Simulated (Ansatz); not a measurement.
# Li on Pd(110): change of the work function, part 2 of 5

Aim: the work function of Pd(110) at several coverages of Li (longbridge site), and the dipole that each adsorbate carries.

Ansatz 0.2.0; plane-wave DFT, PBE-D3(BJ), Ansatz PAW.

So far, work function, upper face (eV): step 2 (the clean slab) 4.73.

## (3) The covered slab, k-mesh 4×6×1, coverage 0.25 ML

System of this step: Li/Pd(110). The cell holds 21 atoms: 20 Pd and 1 Li. Its edges and angles: a = 7.780 Å, b = 5.501 Å, c = 25.492 Å, α = 90.0°, β = 90.0°, γ = 90.0°. Vacuum lies along c.

The clean slab as it ended is repeated in the plane and the adsorbate is set on one face; the cell's size fixes the coverage, and the k-mesh shrinks with it to keep the sampling density about even. Adsorbate and upper layers relax, since the dipole depends on the height.

input.yaml

```yaml
crystal:
  lattice:
    - [7.78, 0.0, 0.0]
    - [0.0, 5.5012907576, 0.0]
    - [0.0, 0.0, 25.492282176]
  atoms:
    - { symbol: Pd, position: [0.0, 0.0, 0.3530480299] }
    - { symbol: Pd, position: [0.25, 0.25, 0.4069985817] }
    - { symbol: Pd, position: [0.0, 0.0, 0.4611240538] }
    - { symbol: Pd, position: [0.25, 0.25, 0.5176243473] }
    - { symbol: Pd, position: [0.0, 0.0, 0.5677493308] }
    - { symbol: Pd, position: [0.0, 0.5, 0.3530480299] }
    - { symbol: Pd, position: [0.25, 0.75, 0.4069985817] }
    - { symbol: Pd, position: [0.0, 0.5, 0.4611240538] }
    - { symbol: Pd, position: [0.25, 0.75, 0.5176243473] }
    - { symbol: Pd, position: [0.0, 0.5, 0.5677493308] }
    - { symbol: Pd, position: [0.5, 0.0, 0.3530480299] }
    - { symbol: Pd, position: [0.75, 0.25, 0.4069985817] }
    - { symbol: Pd, position: [0.5, 0.0, 0.4611240538] }
    - { symbol: Pd, position: [0.75, 0.25, 0.5176243473] }
    - { symbol: Pd, position: [0.5, 0.0, 0.5677493308] }
    - { symbol: Pd, position: [0.5, 0.5, 0.3530480299] }
    - { symbol: Pd, position: [0.75, 0.75, 0.4069985817] }
    - { symbol: Pd, position: [0.5, 0.5, 0.4611240538] }
    - { symbol: Pd, position: [0.75, 0.75, 0.5176243473] }
    - { symbol: Pd, position: [0.5, 0.5, 0.5677493308] }
    - { symbol: Li, position: [0.25, 0.0, 0.6469519701] }
kpoints:
  mp_grid: { grid: [4, 6, 1] }
hamiltonian:
  xc: pbe
  dispersion: d3bj
scf:
  occupations: { method: fermi_dirac, width: 0.1 }
  convergence: { dr2_threshold: 1.0e-08 }
efield:
  axis: 3
  dipole_correction: true
  ramp_position: 0.97
  ramp_width: 0.06
relax:
  f_tol: 0.02
  max_steps: 60
  constraints: [{ sites: [0, 1, 5, 6, 10, 11, 15, 16] }]
output:
  bader: true
  dos: { projected: true, e_range: [-8, 4] }
  write_potential: true
  write_density: true
  volumetric_format: npy
  elf: true
```

Started as:

```bash
$ ansatz run input.yaml --threads 4 --pin off --max-ram 12288MiB --backend cpu --events-out ev --progress --plain --runs-dir out
```

Numbers of over 12 decimals in the logs are rounded to 6 here.

The program printed:

```text
[...]
Crystal: 21 atoms, lattice volume = 1091.071 Å³
Basis set: ecut = 420 eV, 21301 PW (Γ), exchange–correlation on 108×80×360 points (8 copies of the dense FFT grid, shifted against one another)
Bands: 218, of which v1, the nominal top of the filled ones, is band 182 counted from 1 (181 counted from 0)
Symmetry: 4 space group operations
[...]
k-points: 12 of 24
[...]
SCF iter   1: F=—  HF=-139663.818263 eV  |F-HF|=—  |Δ(HF+E_count)|=         —  Δρ=7.43e-3  dr2=4.03e0  ethr=1.77e-3  p=0.439 e·Å  D=7.28e-2 V/Å  ΔV_dip=-1.85 eV  dr2_dipole=3.95e-1  V_vac-E_F(+/−)=2.63/4.48 eV  ⟨swp⟩=7.2  Hψ=10855  notcnv=0  defer=126
[...]
SCF iter  13: F=-139663.688502 eV  HF=-139663.688502 eV  |F-HF|=7.33e-9  |Δ(HF+E_count)|=   5.80e-8  Δρ=3.99e-7  dr2=4.86e-9  ethr=2.75e-12  p=0.486 e·Å  D=8.06e-2 V/Å  ΔV_dip=-2.05 eV  dr2_dipole=2.74e-10  V_vac-E_F(+/−)=2.71/4.76 eV  ⟨swp⟩=17.5  Hψ=19598  notcnv=0
SCF 1 converged in 13 iterations: F = -139663.688502 eV  dr2 = 4.86e-9
[...]
relax step   1: F+E_penalty+E_count = -139663.68850210 eV  Δ(F+E_penalty+E_count) = +0.000e0 eV  max|allowed force component| = 1.098e0 eV/Å  Δτ_max = 0.0000 Å  (13 SCF iters, accepted)
[...]
SCF iter  12: F=-139663.907972 eV  HF=-139663.907972 eV  |F-HF|=2.06e-8  |Δ(HF+E_count)|=   3.49e-8  Δρ=4.51e-7  dr2=4.57e-9  ethr=2.75e-12  p=0.412 e·Å  D=6.83e-2 V/Å  ΔV_dip=-1.74 eV  dr2_dipole=4.32e-11  V_vac-E_F(+/−)=3.01/4.75 eV  ⟨swp⟩=14.8  Hψ=17323  notcnv=0
SCF 2 converged in 12 iterations: F = -139663.907972 eV  dr2 = 4.57e-9
relax step   2: F+E_penalty+E_count = -139663.90797245 eV  Δ(F+E_penalty+E_count) = -2.195e-1 eV  max|allowed force component| = 8.586e-1 eV/Å  Δτ_max = 0.1950 Å  (12 SCF iters, accepted)
SCF iter   1: F=—  HF=-139664.060419 eV  |F-HF|=—  |Δ(HF+E_count)|=         —  Δρ=2.16e-3  dr2=2.90e-1  ethr=1.37e-3  p=0.412 e·Å  D=6.83e-2 V/Å  ΔV_dip=-1.74 eV  dr2_dipole=8.09e-2  V_vac-E_F(+/−)=3.02/4.76 eV  ⟨swp⟩=4.4  Hψ=5164  notcnv=0  defer=185
[...]
SCF iter  12: F=-139664.057205 eV  HF=-139664.057204 eV  |F-HF|=2.66e-8  |Δ(HF+E_count)|=   5.56e-8  Δρ=5.98e-7  dr2=8.04e-9  ethr=2.75e-12  p=0.344 e·Å  D=5.70e-2 V/Å  ΔV_dip=-1.45 eV  dr2_dipole=1.26e-10  V_vac-E_F(+/−)=3.29/4.74 eV  ⟨swp⟩=14.8  Hψ=18316  notcnv=0
SCF 3 converged in 12 iterations: F = -139664.057205 eV  dr2 = 8.04e-9
relax step   3: F+E_penalty+E_count = -139664.05720450 eV  Δ(F+E_penalty+E_count) = -1.492e-1 eV  max|allowed force component| = 5.691e-1 eV/Å  Δτ_max = 0.1958 Å  (12 SCF iters, accepted)
[...]
relax step   4: F+E_penalty+E_count = -139664.15940271 eV  Δ(F+E_penalty+E_count) = -1.022e-1 eV  max|allowed force component| = 2.993e-1 eV/Å  Δτ_max = 0.1953 Å  (12 SCF iters, accepted)
[...]
relax step   5: F+E_penalty+E_count = -139664.20758242 eV  Δ(F+E_penalty+E_count) = -4.818e-2 eV  max|allowed force component| = 1.098e-1 eV/Å  Δτ_max = 0.2000 Å  (13 SCF iters, accepted)
SCF iter   1: F=—  HF=-139664.213249 eV  |F-HF|=—  |Δ(HF+E_count)|=         —  Δρ=7.55e-4  dr2=5.96e-3  ethr=2.47e-5  p=0.236 e·Å  D=3.91e-2 V/Å  ΔV_dip=-1.00 eV  dr2_dipole=3.69e-7  V_vac-E_F(+/−)=3.72/4.72 eV  ⟨swp⟩=3.0  Hψ=4578  notcnv=0  defer=209
[...]
SCF iter  10: F=-139664.212349 eV  HF=-139664.212349 eV  |F-HF|=2.49e-8  |Δ(HF+E_count)|=   4.55e-8  Δρ=5.39e-7  dr2=7.02e-9  ethr=2.75e-12  p=0.230 e·Å  D=3.82e-2 V/Å  ΔV_dip=-0.97 eV  dr2_dipole=1.35e-11  V_vac-E_F(+/−)=3.74/4.71 eV  ⟨swp⟩=12.2  Hψ=16599  notcnv=0
SCF 6 converged in 10 iterations: F = -139664.212349 eV  dr2 = 7.02e-9
relax step   6: F+E_penalty+E_count = -139664.21234906 eV  Δ(F+E_penalty+E_count) = -4.767e-3 eV  max|allowed force component| = 9.764e-3 eV/Å  Δτ_max = 0.0199 Å  (10 SCF iters, accepted)
NSCF: frozen V_eff on 12 k-points
[...]
SCF converged after 10 iterations
Free energy (F): -139664.212349 eV
[...]
Internal energy: -139662.888989 eV  (E = F + TS)
E sigma→0 (E₀):  -139663.550669 eV
Entropy (-TS):   -1.323360 eV (-63.017 meV/atom)
Fermi energy:    2.351290 eV
Dipole field:    D = 0.038217 V/Å  (p = 0.230433 e·Å, saw-weighted, corrected)
Work function:   Φ+ = 3.7393 eV   Φ− = 4.7136 eV
[...]
--- Forces (eV/Å), atoms counted from 1 ---
  atom   1  Pd    -0.00987712     0.00000000     0.33583419
  atom   2  Pd     0.00000000     0.01294383    -0.30477567
  atom   3  Pd    -0.00665622     0.00000000     0.00233741
  atom   4  Pd     0.00000000    -0.00976368    -0.00412235
  atom   5  Pd     0.00707917     0.00000000     0.00526592
  atom   6  Pd    -0.00301589     0.00000000     0.38416608
  atom   7  Pd     0.00000000    -0.01294383    -0.30477567
  atom   8  Pd     0.00307241     0.00000000     0.00820927
  atom   9  Pd     0.00000000     0.00976368    -0.00412235
  atom  10  Pd     0.00439150     0.00000000     0.00270941
  atom  11  Pd     0.00987712     0.00000000     0.33583419
  atom  12  Pd     0.00000000     0.01774293    -0.41968172
  atom  13  Pd     0.00665622     0.00000000     0.00233741
  atom  14  Pd     0.00000000    -0.00589387    -0.00588009
  atom  15  Pd    -0.00707917     0.00000000     0.00526592
  atom  16  Pd     0.00301589     0.00000000     0.38416608
  atom  17  Pd     0.00000000    -0.01774293    -0.41968172
  atom  18  Pd    -0.00307241     0.00000000     0.00820927
  atom  19  Pd     0.00000000     0.00589387    -0.00588009
  atom  20  Pd    -0.00439150     0.00000000     0.00270941
  atom  21  Li     0.00000000     0.00000000    -0.00811897
  max |Σ_I F_I| component: 5.91e-6 eV/Å
--- Band table (eV; the first three rows and the last of 12) ---
  k-point 0: bands = [... 178 lower, 2.3992, 2.4062, 2.4182, 2.4393, 2.4620, 2.4817, 2.5117, 2.5543, ... 32 higher]
  k-point 1: bands = [... 178 lower, 2.2266, 2.2516, 2.3027, 2.3805, 2.3935, 2.4261, 2.5474, 2.5603, ... 32 higher]
  k-point 2: bands = [... 178 lower, 2.0706, 2.1862, 2.1930, 2.2048, 2.4551, 2.4933, 2.5281, 2.5793, ... 32 higher]
  k-point 11: bands = [... 178 lower, 2.1769, 2.1959, 2.2155, 2.2274, 2.2346, 2.2416, 2.2513, 2.6251, ... 32 higher]
--- Relaxed structure (6 steps of the walk, 6 accepted, 0 SCFs on fresh bases) ---
  F+E_penalty+E_count = -139664.21234906 eV   max|allowed force component| = 9.764e-3 eV/Å
  atoms:
    - { symbol: Pd, position: [0.0, 0.0, 0.353048] }
    - { symbol: Pd, position: [0.25, 0.25, 0.4069985817] }
    - { symbol: Pd, position: [0.00417022, 0.0, 0.460942] }
    - { symbol: Pd, position: [0.25, 0.248527, 0.520915] }
    - { symbol: Pd, position: [-0.018947, 0.0, 0.567328] }
    - { symbol: Pd, position: [0.0, 0.5, 0.353048] }
    - { symbol: Pd, position: [0.25, 0.75, 0.4069985817] }
    - { symbol: Pd, position: [0.00493281, 0.5, 0.461488] }
    - { symbol: Pd, position: [0.25, 0.751473, 0.520915] }
    - { symbol: Pd, position: [-0.00450753, 0.5, 0.569336] }
    - { symbol: Pd, position: [0.5, 0.0, 0.353048] }
    - { symbol: Pd, position: [0.75, 0.25, 0.4069985817] }
    - { symbol: Pd, position: [0.495830, 0.0, 0.460942] }
    - { symbol: Pd, position: [0.75, 0.255403, 0.514649] }
    - { symbol: Pd, position: [0.518947, 0.0, 0.567328] }
    - { symbol: Pd, position: [0.5, 0.5, 0.353048] }
    - { symbol: Pd, position: [0.75, 0.75, 0.4069985817] }
    - { symbol: Pd, position: [0.495067, 0.5, 0.461488] }
    - { symbol: Pd, position: [0.75, 0.744597, 0.514649] }
    - { symbol: Pd, position: [0.504508, 0.5, 0.569336] }
    - { symbol: Li, position: [0.25, 0.0, 0.615334] }
--- Bader charges: 21 sites ---
  site symbol  charge [e]  shift [e]
     0     Pd     -0.0149     0.0000
     1     Pd     -0.0044     0.0000
     2     Pd      0.0274     0.0000
     3     Pd     -0.0794     0.0000
     4     Pd     -0.2731     0.0002
     5     Pd     -0.0153     0.0000
     6     Pd     -0.0044     0.0000
     7     Pd      0.0287     0.0000
     8     Pd     -0.0793     0.0000
     9     Pd     -0.0845     0.0001
    10     Pd     -0.0149     0.0000
    11     Pd     -0.0021     0.0000
    12     Pd      0.0274     0.0000
    13     Pd     -0.0136     0.0001
    14     Pd     -0.2731     0.0002
    15     Pd     -0.0153     0.0000
    16     Pd     -0.0021     0.0000
    17     Pd      0.0287     0.0000
    18     Pd     -0.0136     0.0001
    19     Pd     -0.0845     0.0001
    20     Li      0.8623     0.0006
  estimated error of the sums over rays = 4.1e-4 e
```

Elapsed: 13 min, on 4 threads of Arm Neoverse V1, shared host; peak memory 5.8 GiB.

Step by step:

| step | energy less that of the first step (eV) | largest force component (eV/Å) |
| --- | --- | --- |
| 1 | 0.0000 | 1.0979 |
| 2 | -0.2195 | 0.8586 |
| 3 | -0.3687 | 0.5691 |
| 4 | -0.4709 | 0.2993 |
| 5 | -0.5191 | 0.1098 |
| 6 | -0.5238 | 0.0098 |

The run keeps the 4 symmetry operations that it works with, so distortions that break them were not tested.

The atoms that moved most (Å):

```
atom      dx      dy      dz  length
Li21   0.000   0.000  -0.806   0.806
 Pd5  -0.147   0.000  -0.011   0.148
Pd15   0.147   0.000  -0.011   0.148
 Pd9   0.000   0.008   0.084   0.084
 Pd4   0.000  -0.008   0.084   0.084
Pd14   0.000   0.030  -0.076   0.081
Pd19   0.000  -0.030  -0.076   0.081
Pd20   0.035   0.000   0.040   0.054
```

Final coordinates:

```xyz
21
Lattice="7.7800 0.0000 0.0000 0.0000 5.5013 0.0000 0.0000 0.0000 25.4923" Properties=species:S:1:pos:R:3
Pd    0.0000    0.0000    9.0000
Pd    1.9450    1.3753   10.3753
Pd    0.0324    0.0000   11.7505
Pd    1.9450    1.3672   13.2793
Pd   -0.1474    0.0000   14.4625
Pd    0.0000    2.7506    9.0000
Pd    1.9450    4.1260   10.3753
Pd    0.0384    2.7506   11.7644
Pd    1.9450    4.1341   13.2793
Pd   -0.0351    2.7506   14.5137
Pd    3.8900    0.0000    9.0000
Pd    5.8350    1.3753   10.3753
Pd    3.8576    0.0000   11.7505
Pd    5.8350    1.4050   13.1196
Pd    4.0374    0.0000   14.4625
Pd    3.8900    2.7506    9.0000
Pd    5.8350    4.1260   10.3753
Pd    3.8516    2.7506   11.7644
Pd    5.8350    4.0962   13.1196
Pd    3.9251    2.7506   14.5137
Li    1.9450    0.0000   15.6863
```

This step gave:

```yaml
energy_at_zero_smearing: -139663.5507 eV
work_function_upper_face: 3.739 eV
work_function_lower_face: 4.714 eV
dipole_along_the_normal: 0.2304 e·Å
step_between_the_vacuum_levels: -0.9742 eV
```

Running mean over 1.375 Å of the planar mean; the ramp of the sawtooth is left out. Table of electron's electrostatic potential energy less the Fermi level by z:

| z (Å) | electron's electrostatic potential energy less the Fermi level (eV) |
| --- | --- |
| 3 | 4.71 |
| 4 | 4.71 |
| 5 | 4.71 |
| 6 | 4.70 |
| 7 | 4.47 |
| 8 | 0.905 |
| 9 | -7.21 |
| 10 | -8.39 |
| 11 | -8.53 |
| 12 | -8.23 |
| 13 | -8.34 |
| 14 | -9.13 |
| 15 | -4.53 |
| 16 | 2.36 |
| 17 | 3.59 |
| 18 | 3.72 |
| 19 | 3.74 |
| 20 | 3.74 |
| 21 | 3.74 |
| 22 | 3.74 |

The density of states has structure finer than the step of the table below, so its rows give means over 0.5 eV, whole bins alone (the curve runs from -8 to 1.98 eV). Peaks (eV: height): -3.22: 66.0, -2.26: 73.3, -2.17: 62.8, -2.05: 65.2, -1.17: 66.2, -0.51: 60.0, 0.03: 58.7.

Table of density of states by energy, zero at the Fermi level; means over each step:

```
energy (eV)  density of states (states/eV a cell)
       -7.0                                     0
       -6.5                                 0.172
       -6.0                                  1.76
       -5.5                                  2.03
       -5.0                                  8.89
       -4.5                                  33.0
       -4.0                                  34.3
       -3.5                                  30.9
       -3.0                                  41.5
       -2.5                                  45.6
       -2.0                                  44.5
       -1.5                                  41.2
       -1.0                                  43.7
       -0.5                                  49.1
        0.0                                  41.8
        0.5                                  5.92
        1.0                                  5.87
        1.5                                  5.59
```

Projected DOS per atom over height of the atomic layer and energy from the Fermi level. Layers: Pd4 Pd4 Pd4 Pd4 Pd4 Li from below.

Values in states/eV, 22 rows by 6 columns, each cell a mean:
```
0.03 0.03 0.03 0.04 0.03 0.17
0.05 0.05 0.05 0.05 0.05 0.17
0.08 0.09 0.10 0.10 0.09 0.22
0.18 0.18 0.20 0.18 0.17 0.30
2.31 2.24 2.32 2.02 2.02 0.20
2.93 2.36 1.46 2.31 2.69 0.14
2.53 1.91 1.73 1.87 2.27 0.27
3.06 1.46 1.90 1.50 2.79 0.19
2.43 1.44 1.48 1.53 2.44 0.15
2.60 2.24 2.46 2.11 2.59 0.16
1.72 1.92 1.71 1.82 1.77 0.07
1.89 2.54 1.35 2.26 1.92 0.17
0.84 1.70 1.44 1.92 1.33 0.15
0.65 1.80 2.59 1.94 0.91 0.11
0.43 1.61 2.59 1.82 0.59 0.33
0.09 0.21 0.38 0.28 0.14 0.10
0.02 0.02 0.02 0.03 0.02 0.11
0.01 0.01 0.01 0.01 0.01 0.13
0.00 0.00 0.00 0.00 0.00 0.04
0.00 0.00 0.00 0.00 0.00 0.00
0.00 0.00 0.00 0.00 0.00 0.00
0.00 0.00 0.00 0.00 0.00 0.00
```
Columns: height of the atomic layer (Å) from 9 to 15.7 (not evenly spaced); rows upwards: energy from the Fermi level (eV) from -7.96 to 1.95.

Valence density in the ca plane at fractional y = 0.000, with atoms of Pd and Li within 0.2 Å of it. It is the smooth field of the valence electrons, not physical close to the nuclei.

Ten steps, logarithmic in the rise over the least value, from '0' (0 e/Å³) to '9' (13 e/Å³), each cell a mean:
```
00258997423689863258998410000000000000000000
00135775322467642246886310000000000000000000
00012332222233322224553100000000000000000000
00001112222111112222221000000000000000000000
00000111222111112221110000000000000000000000
00000111222111112221110000000000000000000000
00001111222111112222221000000000000000000000
00012333222233322224553100000000000000000000
00136775322467642247886310000000000000000000
00258997423699863258998410000000000000000000
00258998423799963258998420000000000000000000
00147886322589852236775310000000000000000000
00124554222356532223443210000000000000000000
00011222222222222222221110000000000000000000
00000111222111112222111564000000000000000000
00000011222111112222112786000000000000000000
00000111222111112222111564000000000000000000
00011222222222222222221110000000000000000000
00124554222356532223443210000000000000000000
00147886322589852236776310000000000000000000
00258998423799973258998420000000000000000000
```
Columns run along c (16.0 Å, from fractional 0.28 to 0.91 of the cell), rows up along a (7.8 Å). Atoms in or near the plane, at fractional coordinates: Pd at (0.35, 0.00), Pd at (0.46, 0.00), Pd at (0.57, 0.98), Pd at (0.35, 0.50), Pd at (0.46, 0.50), Pd at (0.57, 0.52), Li at (0.62, 0.25).

Electrostatic potential energy in the ca plane at fractional y = 0.000, with atoms of Pd and Li within 0.2 Å of it. With pseudopotentials it is smooth inside the atoms' cores, unlike the true potential.

Ten even steps from '0' (-53 eV) to '9' (7 eV), each cell a mean:
```
99962003798400148961002699999999999999999999
99985336899743479974114899999999999999999999
99998888999988899997668999999999999999999999
99999999999999999999999999999999999999999999
99999999999999999999999999999999999999999999
99999999999999999999999999999999999999999999
99999999999999999999999999999999999999999999
99998788999988899997668999999999999999999999
99985336899743479974114899999999999999999999
99962003798400148961002699999999999999999999
99961002798300048962002799999999999999999999
99973114898510158985225899999999999999999999
99987567999865689998778999999999999999999999
99999999999999999999999888999999999999999999
99999999999999999999998546899999999999999999
99999999999999999999997424799999999999999999
99999999999999999999998546899999999999999999
99999999999998999999998878999999999999999999
99987567999865689998778999999999999999999999
99973114898510158985225899999999999999999999
99961002798300038962002799999999999999999999
```
Columns run along c (16.0 Å, from fractional 0.28 to 0.91 of the cell; values clipped at the 3rd and 97th percentile), rows up along a (7.8 Å). Atoms in or near the plane, at fractional coordinates: Pd at (0.35, 0.00), Pd at (0.46, 0.00), Pd at (0.57, 0.98), Pd at (0.35, 0.50), Pd at (0.46, 0.50), Pd at (0.57, 0.52), Li at (0.62, 0.25).

ELF in the ca plane at fractional y = 0.000, with atoms of Pd and Li within 0.2 Å of it. It is the smooth field of the valence electrons, not physical close to the nuclei.

Values in units of 1e-1, 11 rows by 16 columns, each cell a mean:
```
0.9 4.0 4.5 2.1 4.3 3.8 2.7 4.5 3.5 1.1 0.3 0.0 0.0 0.0 0.0 0.0
0.5 1.7 2.3 2.1 2.2 2.1 2.1 2.9 1.7 0.5 0.1 0.0 0.0 0.0 0.0 0.0
0.2 0.9 1.8 2.0 1.6 1.7 2.0 1.7 0.9 0.3 0.0 0.0 0.0 0.0 0.0 0.0
0.4 1.4 2.0 2.1 1.9 1.9 2.0 2.3 1.4 0.5 0.1 0.0 0.0 0.0 0.0 0.0
0.8 3.6 4.2 2.1 4.0 3.4 2.5 4.8 3.2 0.9 0.3 0.0 0.0 0.0 0.0 0.0
0.9 4.2 4.3 2.3 4.2 4.1 2.7 4.4 3.9 1.9 0.7 0.1 0.0 0.0 0.0 0.0
0.7 2.9 3.6 2.1 3.6 3.1 2.1 3.4 2.8 1.8 0.7 0.1 0.0 0.0 0.0 0.0
0.3 1.1 1.9 2.1 1.8 1.8 2.1 2.2 3.3 2.4 0.1 0.0 0.0 0.0 0.0 0.0
0.3 1.0 1.8 2.0 1.7 1.7 2.1 2.2 4.4 3.5 0.1 0.0 0.0 0.0 0.0 0.0
0.6 2.3 3.0 2.1 3.0 2.6 2.1 2.8 2.2 1.2 0.6 0.1 0.0 0.0 0.0 0.0
0.9 4.2 4.4 2.2 4.3 4.1 2.6 4.6 3.9 2.2 0.7 0.1 0.0 0.0 0.0 0.0
```
Columns run along c (16.0 Å, from fractional 0.28 to 0.91 of the cell), rows up along a (7.8 Å). Atoms in or near the plane, at fractional coordinates: Pd at (0.35, 0.00), Pd at (0.46, 0.00), Pd at (0.57, 0.98), Pd at (0.35, 0.50), Pd at (0.46, 0.50), Pd at (0.57, 0.52), Li at (0.62, 0.25).

The relaxation took 6 steps and lowered the energy by 0.52 eV; the largest force on the free atoms ends at 0.0098 eV/Å.

By hand: a sheet of dipoles makes a step −p/(ε₀A) in the electron's potential. With e/ε₀ = 180.95 V·Å, p = 0.2304 e·Å and A = 42.80 Å², that is −180.95 × (0.2304) / 42.80 = -0.974 eV, and the two vacuum levels of the run differ by -0.974 eV.

The covered face has 3.74 eV, -0.99 eV against the clean one; the bare back face has moved by -0.00 eV, a measure of how thin the slab is.

[end of part 2 of 5]

[Logs are printed without paths, hosts, clocks, repeated set-up lines and the standing remarks that a program may print on its own settings, such as how far it seeks lower states.]

[Hosts, paths, dates, database ids (printed as entryN), source tags and the programs' standing remarks are cut or masked in the printed files.]

[Maps of the electrostatic potential energy from Ansatz leave out the sawtooth potential of an applied field or a dipole correction, so their vacuum need not be flat; planar profiles and work functions include it.]
